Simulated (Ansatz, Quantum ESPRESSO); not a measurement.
# 1T-SnSe2, layer by layer, part 6 of 8

Wanted: polarisability and band edges of 1T-SnSe2, layer by layer.

Quantum ESPRESSO 7.5; plane-wave DFT, PBE, GBRV ultrasoft pseudopotentials; geometry by Ansatz 0.2.0 with PAW datasets.

So far. Step 13 (Potential by pp.x, 2 layers): The slope in the vacuum is 0.100 eV/Å for an applied 0.10 V/Å, as it should be. Step 14 (Bands along a path, 2 layers: no field): Along this path the valence top lies between Γ and M and the conduction bottom at M.

## (16) Relaxation with Ansatz, 3 layers

Level of this step: plane-wave DFT, PBE-D3(BJ), Ansatz PAW (Ansatz 0.2.0).

System of this step: 1T-SnSe2, 3 layers, AA stacking. The cell holds 9 atoms: 6 Se and 3 Sn. Cell: a = 3.870 Å, b = 3.870 Å, c = 29.931 Å, α = 90.0°, β = 90.0°, γ = 120.0°. It derives from SnSe2. Vacuum lies along c.

input.yaml

```yaml
crystal:
  lattice:
    - [3.87, 0.0, 0.0]
    - [-1.935, 3.3515183126, 0.0]
    - [0.0, 0.0, 29.9314671286]
  atoms:
    - { symbol: Se, position: [0.6666666667, 0.3333333333, 0.2839820702] }
    - { symbol: Sn, position: [0.0, 0.0, 0.319237426] }
    - { symbol: Se, position: [0.3333333333, 0.6666666667, 0.3544927817] }
    - { symbol: Se, position: [0.6666666667, 0.3333333333, 0.4647446443] }
    - { symbol: Sn, position: [0.0, 0.0, 0.5] }
    - { symbol: Se, position: [0.3333333333, 0.6666666667, 0.5352553557] }
    - { symbol: Se, position: [0.6666666667, 0.3333333333, 0.6455072183] }
    - { symbol: Sn, position: [0.0, 0.0, 0.680762574] }
    - { symbol: Se, position: [0.3333333333, 0.6666666667, 0.7160179298] }
kpoints:
  mp_grid: { grid: [6, 6, 1] }
hamiltonian:
  xc: pbe
  dispersion: d3bj
scf:
  occupations: { method: fermi_dirac, width: 0.05 }
  convergence: { dr2_threshold: 1.0e-08 }
efield:
  axis: 3
  dipole_correction: true
  ramp_position: 0.97
  ramp_width: 0.04
relax:
  f_tol: 0.01
  cell: { fix: [c, alpha, beta] }
output:
  write_potential: true
  write_density: true
  volumetric_format: npy
```

The run is started by

```bash
$ ansatz run input.yaml --threads 4 --pin off --max-ram 8192MiB --backend cpu --events-out ev --progress --plain --runs-dir out
```

Numbers of over 12 decimals in the logs are rounded to 6 here.

What it wrote:

```text
[...]
Crystal: 9 atoms, lattice volume = 388.222 Å³
Basis set: ecut = 420 eV, 7685 PW (Γ), exchange–correlation on 54×54×432 points (8 copies of the dense FFT grid, shifted against one another)
Bands: 83, of which v1, the nominal top of the filled ones, is band 69 counted from 1 (68 counted from 0)
Symmetry: 6 space group operations
k-points: 7 of 36 (time reversal used)
[...]
SCF iter   1: F=—  HF=-50884.610589 eV  |F-HF|=—  |Δ(HF+E_count)|=         —  Δρ=2.75e-3  dr2=6.36e-2  ethr=1.77e-3  p=-0.001 e·Å  D=-2.72e-4 V/Å  ΔV_dip=0.01 eV  dr2_dipole=3.48e-6  V_vac-E_F(+/−)=5.27/5.26 eV  ⟨swp⟩=8.6  Hψ=2621  notcnv=0  defer=9
[...]
SCF iter  10: F=-50884.593239 eV  HF=-50884.593239 eV  |F-HF|=2.81e-9  |Δ(HF+E_count)|=   6.38e-9  Δρ=4.21e-7  dr2=3.96e-9  ethr=7.25e-12  p=-0.000 e·Å  D=-6.01e-6 V/Å  ΔV_dip=0.00 eV  dr2_dipole=3.99e-10  V_vac-E_F(+/−)=5.31/5.31 eV  ⟨swp⟩=9.7  Hψ=3705  notcnv=0
SCF 1 converged in 10 iterations: F = -50884.593239 eV  dr2 = 3.96e-9
[...]
relax step   1: F+E_penalty+E_count = -50884.59323949 eV  Δ(F+E_penalty+E_count) = +0.000e0 eV  max|allowed force component| = 5.244e0 eV/Å  Δτ_max = 0.0000 Å  P = +16.351 GPa  Ω = 388.222 Å³  fix = [c, alpha, beta]  reactions: c +13.173 GPa  (10 SCF iters, accepted)
Crystal: 9 atoms, lattice volume = 408.719 Å³
Basis set: ecut = 420 eV, 8057 PW (Γ), exchange–correlation on 54×54×432 points (8 copies of the dense FFT grid, shifted against one another)
[...]
SCF iter   9: F=-50890.426236 eV  HF=-50890.426236 eV  |F-HF|=3.77e-9  |Δ(HF+E_count)|=   1.62e-9  Δρ=5.98e-7  dr2=6.15e-9  ethr=7.25e-12  p=0.000 e·Å  D=1.36e-6 V/Å  ΔV_dip=-0.00 eV  dr2_dipole=1.10e-11  V_vac-E_F(+/−)=5.56/5.56 eV  ⟨swp⟩=7.4  Hψ=3939  notcnv=0
SCF 2 converged in 9 iterations: F = -50890.426236 eV  dr2 = 6.15e-9
relax step   2: F+E_penalty+E_count = -50890.42623591 eV  Δ(F+E_penalty+E_count) = -5.833e0 eV  max|allowed force component| = 2.637e0 eV/Å  Δτ_max = 0.1949 Å  P = +5.667 GPa  Ω = 408.719 Å³  energy of the carried Pulay correction = -4.494e-3 eV  fix = [c, alpha, beta]  reactions: c +7.350 GPa  (9 SCF iters, accepted)
Crystal: 9 atoms, lattice volume = 401.941 Å³
Basis set: ecut = 420 eV, 7937 PW (Γ), exchange–correlation on 54×54×432 points (8 copies of the dense FFT grid, shifted against one another)
[...]
SCF iter   9: F=-50892.439686 eV  HF=-50892.439686 eV  |F-HF|=2.08e-9  |Δ(HF+E_count)|=   1.11e-8  Δρ=5.30e-7  dr2=8.91e-10  ethr=7.25e-12  p=0.000 e·Å  D=1.93e-6 V/Å  ΔV_dip=-0.00 eV  dr2_dipole=3.26e-13  V_vac-E_F(+/−)=5.45/5.45 eV  ⟨swp⟩=8.9  Hψ=3453  notcnv=0
SCF 3 converged in 9 iterations: F = -50892.439686 eV  dr2 = 8.91e-10
relax step   3: F+E_penalty+E_count = -50892.43968589 eV  Δ(F+E_penalty+E_count) = -2.013e0 eV  max|allowed force component| = 1.097e0 eV/Å  Δτ_max = 0.1945 Å  P = +1.887 GPa  Ω = 401.941 Å³  energy of the carried Pulay correction = -3.034e-3 eV  fix = [c, alpha, beta]  reactions: c +3.926 GPa  (9 SCF iters, accepted)
[...]
relax step   4: F+E_penalty+E_count = -50892.80270634 eV  Δ(F+E_penalty+E_count) = -3.630e-1 eV  max|allowed force component| = 1.573e-1 eV/Å  Δτ_max = 0.1943 Å  P = +0.587 GPa  Ω = 389.380 Å³  energy of the carried Pulay correction = -2.601e-4 eV  fix = [c, alpha, beta]  reactions: c +1.098 GPa  (8 SCF iters, accepted)
[...]
relax step   5: F+E_penalty+E_count = -50892.88878968 eV  Δ(F+E_penalty+E_count) = -8.608e-2 eV  max|allowed force component| = 1.063e-1 eV/Å  Δτ_max = 0.2000 Å  P = +0.072 GPa  Ω = 388.696 Å³  energy of the carried Pulay correction = -1.065e-4 eV  fix = [c, alpha, beta]  reactions: c +0.472 GPa  (12 SCF iters, accepted)
[...]
relax step   6: F+E_penalty+E_count = -50892.92923645 eV  Δ(F+E_penalty+E_count) = -4.045e-2 eV  max|allowed force component| = 6.654e-2 eV/Å  Δτ_max = 0.1955 Å  P = -0.070 GPa  Ω = 385.363 Å³  energy of the carried Pulay correction = +6.459e-4 eV  fix = [c, alpha, beta]  reactions: c +0.096 GPa  (13 SCF iters, accepted)
[...]
relax step   7: F+E_penalty+E_count = -50892.93807458 eV  Δ(F+E_penalty+E_count) = -8.838e-3 eV  max|allowed force component| = 2.277e-2 eV/Å  Δτ_max = 0.0901 Å  P = +0.113 GPa  Ω = 382.625 Å³  energy of the carried Pulay correction = +1.269e-3 eV  fix = [c, alpha, beta]  reactions: c +0.188 GPa  (11 SCF iters, accepted)
[...]
relax step   8: F+E_penalty+E_count = -50892.93956716 eV  Δ(F+E_penalty+E_count) = -1.493e-3 eV  max|allowed force component| = 5.191e-3 eV/Å  Δτ_max = 0.0508 Å  P = +0.055 GPa  Ω = 381.928 Å³  energy of the carried Pulay correction = +1.428e-3 eV  fix = [c, alpha, beta]  reactions: c +0.040 GPa  (10 SCF iters, accepted)
[...]
relax step   9: F+E_penalty+E_count = -50892.93968237 eV  Δ(F+E_penalty+E_count) = -1.152e-4 eV  max|allowed force component| = 2.344e-3 eV/Å  Δτ_max = 0.0124 Å  P = +0.021 GPa  Ω = 382.154 Å³  energy of the carried Pulay correction = +1.377e-3 eV  fix = [c, alpha, beta]  reactions: c +0.014 GPa  (9 SCF iters, accepted)
[...]
SCF iter   5: F=-50892.938947 eV  HF=-50892.938947 eV  |F-HF|=7.91e-9  |Δ(HF+E_count)|=  9.31e-10  Δρ=6.51e-7  dr2=7.87e-9  ethr=7.25e-12  p=-0.000 e·Å  D=-4.24e-6 V/Å  ΔV_dip=0.00 eV  dr2_dipole=1.12e-9  V_vac-E_F(+/−)=5.56/5.56 eV  ⟨swp⟩=6.1  Hψ=3060  notcnv=0
SCF 10 converged in 5 iterations: F = -50892.938947 eV  dr2 = 7.87e-9
relax step  10: F+E_penalty+E_count = -50892.93894749 eV  Δ(F+E_penalty+E_count) = +7.349e-4 eV  max|allowed force component| = 2.346e-3 eV/Å  Δτ_max = 0.0000 Å  P = +0.005 GPa  Ω = 382.154 Å³  fix = [c, alpha, beta]  reactions: c -0.001 GPa  stress off target by 8.31e-3 GPa on what of the cell is left free  SCF on the basis re-selected at this cell (its energy is not comparable with the rows above)  (5 SCF iters)
[...]
SCF converged after 5 iterations
Free energy (F): -50892.938947 eV
[...]
Internal energy: -50892.938641 eV  (E = F + TS)
E sigma→0 (E₀):  -50892.938794 eV
Entropy (-TS):   -0.000306 eV (-0.034 meV/atom)
Fermi energy:    2.940547 eV
Dipole field:    D = 0.000028 V/Å  (p = 0.000060 e·Å, saw-weighted, corrected)
Work function:   Φ+ = 5.5636 eV   Φ− = 5.5645 eV
[...]
--- Forces (eV/Å), atoms counted from 1 ---
  atom   1  Se     0.00000000     0.00000000    -0.00005632
  atom   2  Sn    -0.00000000    -0.00000000    -0.00234685
  atom   3  Se    -0.00000000    -0.00000000     0.00101488
  atom   4  Se     0.00000000     0.00000000     0.00002885
  atom   5  Sn     0.00000000    -0.00000000     0.00006184
  atom   6  Se    -0.00000000    -0.00000000    -0.00007778
  atom   7  Se     0.00000000     0.00000000    -0.00102583
  atom   8  Sn     0.00000000     0.00000000     0.00234228
  atom   9  Se    -0.00000000    -0.00000000     0.00005570
  max |Σ_I F_I| component: 3.23e-6 eV/Å
--- Stress (GPa, compression-positive) ---
        0.008313       0.000000      -0.000000
        0.000000       0.008313      -0.000000
       -0.000000      -0.000000      -0.001358
  P = ⅓ Tr σ = 0.0051 GPa (0.051 kbar)
--- Band table (eV; the first three rows and the last of 7) ---
  k-point 0: bands = [... 65 lower, 2.4015, 2.4015, 2.4622, 2.4622, 3.7039, 4.3342, 4.9073, 5.5647, ... 10 higher]
  k-point 1: bands = [... 65 lower, 2.2926, 2.4642, 2.4988, 2.5760, 4.4876, 4.7077, 4.9134, 6.2515, ... 10 higher]
  k-point 2: bands = [... 65 lower, 2.0269, 2.1699, 2.2576, 2.4310, 3.5363, 3.8771, 4.1012, 6.5247, ... 10 higher]
  k-point 6: bands = [... 65 lower, 1.6374, 1.6374, 2.1627, 2.1627, 3.7414, 4.2611, 4.7747, 7.2009, ... 10 higher]
--- Relaxed structure (9 steps of the walk, 9 accepted, 1 SCFs on fresh bases) ---
[...]
cell:  # Å, volume = 382.1537 Å³
    - [3.839633, -2.2475931803136775e-18, 0]
    - [-1.919817, 3.325220, 0]
    - [0, 0, 29.9314671286]
  atoms:
    - { symbol: Se, position: [0.666667, 0.333333, 0.246570] }
    - { symbol: Sn, position: [1.1120157092051955e-17, 0, 0.299812] }
    - { symbol: Se, position: [0.333333, 0.666667, 0.353053] }
    - { symbol: Se, position: [0.666667, 0.333333, 0.446813] }
    - { symbol: Sn, position: [0, 0, 0.499999] }
    - { symbol: Se, position: [0.333333, 0.666667, 0.553186] }
    - { symbol: Se, position: [0.666667, 0.333333, 0.646947] }
    - { symbol: Sn, position: [-1.112044202071382e-17, 0, 0.700189] }
    - { symbol: Se, position: [0.333333, 0.666667, 0.753431] }
```

Run time: 77 s. Hardware: 4 threads of Arm Neoverse V1, shared host; peak memory 0.99 GiB.

Step by step:

```tsv
step	energy less that of the first step (eV)	largest force component (eV/Å)	pressure (GPa)	volume (Å³)
1	0.0000	5.2437	16.35	388.22
2	-5.8330	2.6367	5.67	408.72
3	-7.8464	1.0970	1.89	401.94
4	-8.2095	0.1573	0.59	389.38
5	-8.2956	0.1063	0.07	388.70
6	-8.3360	0.0665	-0.07	385.36
7	-8.3448	0.0228	0.11	382.62
8	-8.3463	0.0052	0.05	381.93
9	-8.3464	0.0023	0.02	382.15
10*	-8.3457	0.0023	0.01	382.15
```

Relaxation steps marked * repeat the geometry before them on a plane-wave basis chosen anew for their cell, so energy and pressure can jump there.

Forces are held to the 6 operations that the run works with; a distortion that breaks them can't arise in this run.

```tsv
cell as run	before	after	change
a (Å)	3.870	3.840	-0.8 %
b (Å)	3.870	3.840	-0.8 %
```

The atoms that moved most (Å, along periodic axes as changes of fractional coordinates times the final cell, across vacuum about the mean position):

```tsv
atom	dx	dy	dz	length
Se9	0.000	0.000	1.120	1.120
Se1	0.000	0.000	-1.120	1.120
Sn8	0.000	0.000	0.581	0.581
Sn2	0.000	0.000	-0.581	0.581
Se4	0.000	0.000	-0.537	0.537
Se6	0.000	0.000	0.537	0.537
Se7	0.000	0.000	0.043	0.043
Se3	0.000	0.000	-0.043	0.043
```

Read from the output:

| Quantity | Value |
| --- | --- |
| free energy | -50892.9389 eV |
| energy at zero smearing | -50892.9388 eV |
| Fermi energy | 2.941 eV |
| gap by band count | 0.6862 eV |
| dipole along the normal | 6.00e-5 e·Å |
| vacuum level at the upper face over a Fermi level inside the gap | 5.564 eV |
| vacuum level at the lower face over a Fermi level inside the gap | 5.564 eV |

## (17) Ground state, 3 layers: no field

Level of this step: plane-wave DFT, PBE, GBRV ultrasoft pseudopotentials (Quantum ESPRESSO 7.5).

n3.f0.in

```
&control
  prefix = 'n3.f0'
  outdir = './out'
  pseudo_dir = './pseudo'
  calculation = 'scf'
  tprnfor = .true.
  tefield = .true.
  dipfield = .true.
/
&system
  ibrav = 0
  nat = 9
  ntyp = 2
  ecutwfc = 40
  ecutrho = 200
  occupations = 'smearing'
  smearing = 'fd'
  degauss = 0.004
  edir = 3
  emaxpos = 0.97
  eopreg = 0.04
  eamp = 0.0
  nbnd = 43
/
&electrons
  conv_thr = 1e-09
  mixing_beta = 0.4
  electron_maxstep = 120
  mixing_mode = 'plain'
/
ATOMIC_SPECIES
  Se  78.9710  se_pbe_v1.uspp.F.UPF
  Sn  118.7100  sn_pbe_v1.4.uspp.F.UPF
CELL_PARAMETERS angstrom
  3.83963322054555 -0.00000000000000 0.00000000000000
  -1.91981661027277 3.32521991020710 0.00000000000000
  0.00000000000000 0.00000000000000 29.93146712860000
ATOMIC_POSITIONS crystal
  Se  0.666666666667 0.333333333333 0.246569732486
  Sn  0.000000000000 -0.000000000000 0.299811804972
  Se  0.333333333333 0.666666666667 0.353053092790
  Se  0.666666666667 0.333333333333 0.446812835670
  Sn  0.000000000000 -0.000000000000 0.499999479420
  Se  0.333333333333 0.666666666667 0.553186104995
  Se  0.666666666667 0.333333333333 0.646947450384
  Sn  -0.000000000000 0.000000000000 0.700188692765
  Se  0.333333333333 0.666666666667 0.753430806517
K_POINTS automatic
  6 6 1 0 0 0
```

The run is started by

```bash
$ OMP_NUM_THREADS=1 mpirun -n 4 pw.x -nk 2 -in n3.f0.in > n3.f0.out
```

What it wrote:

```text
[banner, memory and clock lines left out]
Program PWSCF v.7.5 starts
[...]
number of electrons       =        78.00
     number of Kohn-Sham states=           43
     kinetic-energy cutoff     =      40.0000  Ry
     charge density cutoff     =     200.0000  Ry
[...]
number of k points=    20  Fermi-Dirac smearing, width (Ry)=  0.0040
[...]
Dense  grid:   123339 G-vectors     FFT dimensions: (  36,  36, 256)
[...]
negative rho (up, down):  2.756E-04 0.000E+00
[...]
Starting wfcs are   51 randomized atomic wfcs
[...]
negative rho (up, down):  1.096E-04 0.000E+00
[...]
estimated scf accuracy    <       1.44647228 Ry
[...]
negative rho (up, down):  1.904E-04 0.000E+00
[...]
estimated scf accuracy    <       0.20926688 Ry
[...]
negative rho (up, down):  2.779E-04 0.000E+00
[...]
estimated scf accuracy    <       0.03038230 Ry
[...]
negative rho (up, down):  3.139E-04 0.000E+00
[...]
estimated scf accuracy    <       0.15014167 Ry
[...]
negative rho (up, down):  3.578E-04 0.000E+00
[...]
estimated scf accuracy    <       0.00758353 Ry
[...]
negative rho (up, down):  4.007E-04 0.000E+00
[...]
estimated scf accuracy    <       0.17829863 Ry
[...]
negative rho (up, down):  4.152E-04 0.000E+00
[...]
estimated scf accuracy    <       0.00348532 Ry
[...]
negative rho (up, down):  4.232E-04 0.000E+00
[...]
estimated scf accuracy    <       0.00157746 Ry
[...]
negative rho (up, down):  4.319E-04 0.000E+00
[...]
estimated scf accuracy    <       0.00072844 Ry
[...]
negative rho (up, down):  4.339E-04 0.000E+00
[...]
estimated scf accuracy    <       0.00009436 Ry
[...]
negative rho (up, down):  4.355E-04 0.000E+00
[...]
estimated scf accuracy    <       0.00002531 Ry
[...]
negative rho (up, down):  4.363E-04 0.000E+00
[...]
estimated scf accuracy    <       0.00000090 Ry
[...]
negative rho (up, down):  4.365E-04 0.000E+00
[...]
estimated scf accuracy    <       0.00000103 Ry
[...]
negative rho (up, down):  4.366E-04 0.000E+00
[...]
estimated scf accuracy    <       0.00000025 Ry
[...]
negative rho (up, down):  4.367E-04 0.000E+00
[...]
estimated scf accuracy    <       0.00000004 Ry
[...]
negative rho (up, down):  4.367E-04 0.000E+00
[...]
estimated scf accuracy    <       0.00000002 Ry
[...]
negative rho (up, down):  4.368E-04 0.000E+00
[...]
Total length         54.2998 bohr
[...]
estimated scf accuracy    <          4.0E-09 Ry
[...]
negative rho (up, down):  4.368E-04 0.000E+00
[...]
Computed dipole along edir(3) :
        Dipole               -0.0000 Ry au,         -0.0001 Debye
        Dipole field         -0.0000 Ry au,
        Potential amp.        0.0000 Ry
        Total length         54.2998 bohr
[...]
the Fermi energy is     2.0506 ev
!    total energy              =    -739.54062922 Ry
     estimated scf accuracy    <          1.0E-10 Ry
     smearing contrib. (-TS)   =      -0.00004475 Ry
     internal energy E=F+TS    =    -739.54058447 Ry
[...]
one-electron contribution =   -3006.03293305 Ry
     hartree contribution      =    1534.08702377 Ry
     xc contribution           =    -307.38091799 Ry
     ewald contribution        =    1039.78624280 Ry
     electric field correction =       0.00000000 Ry
     convergence has been achieved in  18 iterations
     negative rho (up, down):  4.368E-04 0.000E+00
[...]
Total force =     0.006847     Total SCF correction =     0.000029
[...]
```

Wall time 2.3 min (4 MPI ranks); peak memory 0.57 GiB; 9.1 min of CPU time.

This step gave:

```
free energy                          : -10061.9629 eV
energy at zero smearing              : -10061.9625 eV
Fermi energy                         : 2.051 eV
dipole along the normal              : -2.08e-5 e·Å
valence top, on the run's zero       : 1.687 eV
conduction bottom, on the run's zero : 2.366 eV
gap by band count                    : 0.6787 eV
```

## (18) Potential by pp.x, 3 layers

n3.f0.pot.in

```
&inputpp
  prefix = 'n3.f0'
  outdir = './out'
  filplot = 'n3.f0.pot.dat'
  plot_num = 11
/
```

The run is started by

```bash
$ OMP_NUM_THREADS=1 mpirun -n 4 pp.x -in n3.f0.pot.in > n3.f0.pot.out
```

Elapsed: 1.3 s, on 4 MPI ranks; peak memory 0.13 GiB.

Read from the output:

- slope of the potential above: 7.05e-5 eV/Å
- upper vacuum line continued to the top atoms, over the valence top: 5.926 eV
- slope of the potential below: -4.64e-5 eV/Å
- lower vacuum line continued to the bottom atoms, over the valence top: 5.926 eV
- vacuum level at the upper face over the valence top of the mesh: 5.927 eV
- vacuum level at the lower face over the valence top of the mesh: 5.927 eV

(Continued in part 7 of 8.)

[Logs are printed without paths, hosts, clocks, repeated set-up lines and the standing remarks that a program may print on its own settings, such as how far it seeks lower states.]

[Hosts, paths, dates, database ids (printed as entryN), source tags and the programs' standing remarks are cut or masked in the printed files.]

[Maps of the electrostatic potential energy from Ansatz leave out the sawtooth potential of an applied field or a dipole correction, so their vacuum need not be flat; planar profiles and work functions include it.]
